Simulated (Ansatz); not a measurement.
# W2N monolayer under uniaxial strain along the armchair direction, normal to a, with the width clamped, part 2 of 2

Aim: how do the optical modes of W2N monolayer shift and split under this strain?

Ansatz 0.2.0; DFT PBE, scalar-relativistic, plane waves, PAW; PAW set soft_1.

So far, highest optical mode at the zone centre (no LO-TO term) (cm⁻¹): step 5 (zone-centre response at rest) 574; step 7 (strain 5 %) 600.

### 8. Relaxation of a member: uniaxial strain of -3 % along the armchair direction, normal to a, with the width clamped

The cell takes a uniaxial strain of -3 % along the armchair direction, normal to a, with the width clamped. The cell is held, and the atoms relax in it.

The input, input.yaml:

```yaml
crystal:
  lattice:
    - [2.7796736243, 0.0, 0.0]
    - [-1.3898368121, 2.3350499337, 0.0]
    - [0.0, 0.0, 29.6237063742]
  atoms:
    - { symbol: "N", position: [0.0, 0.0, 0.3375674831] }
    - { symbol: W, position: [0.335042004, 0.670084008, 0.3873220261] }
    - { symbol: W, position: [0.664957996, 0.329915992, 0.2878129401] }
  periodic: [true, true, false]
kpoints:
  mp_grid: { grid: [18, 18, 1] }
hamiltonian:
  xc: pbe
  pseudopotentials: { kind: paw, azcp: { folder: soft_1 } }
scf:
  occupations: { method: methfessel_paxton, width: 0.2 }
output:
  forces: true
  stress: true
  eigenvalues: true
relax:
  adjacent_minimum: "off"
  f_tol: 0.001
  max_steps: 60
```

Started as:

```sh
$ ansatz run input.yaml --threads 4 --pin off --max-ram 16384MiB --backend cpu --events-out ev --progress --plain --runs-dir out
```

The job ended after 23 s (4 threads of Arm Neoverse V1, shared host; peak memory 0.61 GiB).

The steps of the relaxation:

```csv
step,energy less that of the first step (eV),largest force component (eV/Å)
1,0.0000,0.1357
2,-0.0011,0.0093
3,-0.0012,0.0042
4,-0.0012,0.0002
```

Forces are held to the 4 operations that the run works with; a distortion that breaks them can't arise in this run.

The relaxed structure:

```
N W
1.0
     2.77967    0.00000    0.00000
    -1.38984    2.33505    0.00000
     0.00000    0.00000   29.62371
N W
1 2
Direct
  0.00000 0.00000 0.33757
  0.33585 0.67170 0.38759
  0.66415 0.32830 0.28755
```

This step gave:

```
area per atom : 2.164 Å²
```

The largest force component left is 0.17 meV/Å.

### 9. Zone-centre modes of the member: uniaxial strain of -3 % along the armchair direction, normal to a, with the width clamped

The zone-centre modes follow for uniaxial strain of -3 % along the armchair direction, normal to a, with the width clamped.

input.yaml, the sections that differ from step 8:

```yaml
crystal:
  lattice:
    - [2.7796736243, 0.0, 0.0]
    - [-1.3898368121, 2.3350499337, 0.0]
    - [0.0, 0.0, 29.6237063742]
  atoms:
    - { symbol: "N", position: [0.0, 0.0, 0.3375674831] }
    - { symbol: W, position: [0.3358515482, 0.6717030964, 0.387586596] }
    - { symbol: W, position: [0.6641484518, 0.3282969036, 0.2875483702] }
  periodic: [true, true, false]
output:
  eigenvalues: true
phonons:
  method: dfpt
# kpoints, hamiltonian, scf: as in step 8
# relax: removed
```

Wall time 2 min (4 threads); peak memory 1.3 GiB; 7.7 min of CPU time.

Numbers from this step:

```
sum-rule residual before enforcement                    : 3.90e-5 eV/Å²
highest optical mode at the zone centre (no LO-TO term) : 557.6 cm⁻¹
lowest optical zone-centre mode                         : 84.12 cm⁻¹
```

Patterns of degenerate modes are one choice out of their space. The modes at Γ (shares of kinetic energy by element, %):

```csv
mode,frequency (cm⁻¹),symmetry,N %,W %
1,0.0,acoustic,4,96
2,0.0,acoustic,4,96
3,0.0,acoustic,4,96
4,84.1,Bg,0,100
5,90.6,Ag,0,100
6,158.7,Ag,0,100
7,320.0,Au,96,4
8,342.7,Bu,96,4
9,557.6,Bu,96,4
```

The lowest optical mode is real, 84.1 cm⁻¹, and the highest lies at 557.6 cm⁻¹.

For the highest optical mode at the zone centre (no LO-TO term), step 5 gave 574 cm⁻¹; this run, with strain -3 %, gives 558 cm⁻¹ (-3 %).

### 10. The series together

The members are set side by side, also those not shown above.

Energies are extrapolated to zero smearing, and E0 is that at rest; the cell is clamped and the atoms are relaxed; all runs use 18×18×1 k points and Methfessel-Paxton smearing of 0.2 eV. State of the crystal along the series:

```csv
strain (%),E - E0 (meV/atom)
-3,17.19
-2,7.275
-1,1.768
0,0
1,1.62
2,6.135
3,12.89
4,21.14
5,30.53
```

Optical modes are counted from below at rest and tracked from member to member by their patterns, and modes that stay within 0.3 cm⁻¹ of each other stand once; labels, where given, are those at rest, then, where named, those of the strained cell; the cell is clamped and the atoms are relaxed; all runs use 18×18×1 k points and Methfessel-Paxton smearing of 0.2 eV. Optical modes along the series:

```csv
strain (%),optical mode 1 Eg to Ag single part (cm⁻¹),optical mode 2 Eg to Bg single part (cm⁻¹),optical mode 3 A1g to Ag (cm⁻¹),optical mode 4 Eu to Au single part (cm⁻¹),optical mode 5 Eu to Bu single part (cm⁻¹),optical mode 6 A2u to Bu (cm⁻¹)
-3,90.56,84.12,158.7,320,342.7,557.6
-2,90.26,85.56,155.5,317,328.3,562.5
-1,89.5,86.9,151.4,311.9,315.8,568.1
0,88.1,88.1,147.1,305.6,305.6,573.9
1,85.66,89.02,142.4,295.6,298.1,579.5
2,81.37,89.59,138.7,278,296.3,585.4
3,76.12,90.01,137.2,249,302.3,591.5
4,74.4,90.48,137.9,213.7,313.3,596.7
5,75.05,90.79,140.6,184.3,320.4,600.2
```

Value and slope at zero strain of a cubic (a lower polynomial where under five rows exist) through the rows within 2 % of rest. Slopes at rest:

```csv
mode,frequency (cm⁻¹),shift per percent of strain (cm⁻¹)
optical mode 1 Eg to Ag single part,88.1,-1.82
optical mode 2 Eg to Bg single part,88.1,1.08
optical mode 3 A1g to Ag,147,-4.57
optical mode 4 Eu to Au single part,305.7,-7.67
optical mode 5 Eu to Bu single part,305.3,-9.13
optical mode 6 A2u to Bu,573.8,5.73
```

### 11. What came out

* members: 9
* highest optical mode at the zone centre (no LO-TO term), at rest: 573.9 cm⁻¹
* optical mode 3 A1g to Ag, shift per percent: -4.57 cm⁻¹
* optical mode 4 Eu to Au single part, shift per percent: -7.67 cm⁻¹
* optical mode 5 Eu to Bu single part, shift per percent: -9.13 cm⁻¹
* optical mode 6 A2u to Bu, shift per percent: 5.73 cm⁻¹

In words: The strain lowers the symmetry: the level at 305.6 cm⁻¹ splits, into 184.3 and 320.4 cm⁻¹ at +5 %. Within 2 % of rest several modes bend away from a straight line, so single slopes hold only near rest. The width is clamped, so the contraction across the strain that a free sheet shows is left out. These are harmonic frequencies at zero temperature: anharmonic shifts, linewidths and thermal expansion are left out. Spin-orbit coupling is left out, which can matter for the heavy elements here. With no gap, or one that is small against the smearing, the frequencies hang on the k mesh and the smearing, most of all near Kohn anomalies. The runs are without spin polarisation, although the cell has an odd electron count. The starting cell was built on a prototype and not taken from a measurement. Only the zone centre was solved, so an instability at another wavevector cannot show here.

[Logs are printed without paths, hosts, clocks, repeated set-up lines and the standing remarks that a program may print on its own settings, such as how far it seeks lower states.]

[Hosts, paths, dates, database ids (printed as entryN), source tags and the programs' standing remarks are cut or masked in the printed files.]
